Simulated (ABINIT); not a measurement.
# Calculated records

### A GW chain in ABINIT: Si3N4 (Fd-3m)

The structure is cubic, space group Fd-3m (No. 227). The conventional cell has a = 7.787 Å, b = 7.787 Å, c = 7.787 Å, α = 90.00°, β = 90.00°, γ = 90.00°. Nearest to Si lie 6 N at 1.89 Å. Si has 4 N at 1.79 Å nearest. Nearest to N lie 4 Si at 1.79 to 1.89 Å. Farther neighbours, and contacts between anions beyond the nearest, are not listed.

| Quantity | Value |
| --- | --- |
| method | RPA screening on PBE, plane waves, norm-conserving pseudopotentials (and 2 further levels or steps) |
| program | ABINIT 10.8.3 |
| settings | cutoff 36 Ha, PseudoDojo scalar-relativistic 0.4.1 standard, norm-conserving, ngkpt (4, 4, 4), nband 110, ecuteps 3.9 Ha, inclvkb 2, shiftk (0, 0, 0), symchi 1, awtr 1, frequency ppm, 4×4×4 k-mesh |
| cost | 5 runs, 4.3 min in all on 8 MPI ranks of Intel Xeon Platinum 8488C (Sapphire Rapids), shared host |
| notes | The cell and positions are those that the Materials Project relaxed with its own functionals (PBE, PBE+U or r2SCAN), kept fixed. This is not the form that Si3N4 usually takes at ambient conditions. |
| PBE gap | 3.37 eV, indirect (only 36 meV under the direct gap) |
| G0W0 gap on the mesh | 4.34 eV |
| G0W0 gap over the zone (rigid shift) | 4.31 eV |
| GW settings | 4×4×4 mesh, 110 bands, screening to 106.1 eV, Godby-Needs plasmon pole |
| known limits | short of the basis limit |

G0W0 moves the gap on the mesh from 3.40 eV to 4.34 eV (+0.94 eV), with Z of 0.81 and 0.84 at the edges. The mesh misses the band edges by 0.03 eV in all; a rigid shift gives 4.31 eV for the zone.

[Paths, hosts, dates, memory and timing lines, banners, echoed tables and standing remarks are left out of the program output; an Ansatz launch command may be rebuilt from the run's recorded settings. Measured values are a selection of at most five: reports struck by readers or far from the other reports are left out. None is set beside runs whose start may be inverted or whose files or cutoffs have a known fault.]

[Runs of the session that timed out or met a known fault of the program may be left out.]

[Hosts, paths, dates, database ids (printed as entryN), source tags and the programs' standing remarks are cut or masked in the printed files.]

[G0W0 gaps are taken among the corrected bands and points alone; a level outside them can change the order at an edge.]

[Where Ansatz stands beside ABINIT at settings called matched, ABINIT's density can come from a denser mesh and the files from another edition; pairs whose starting gaps differed by over 0.03 eV were left out, so agreement reads better than it is.]
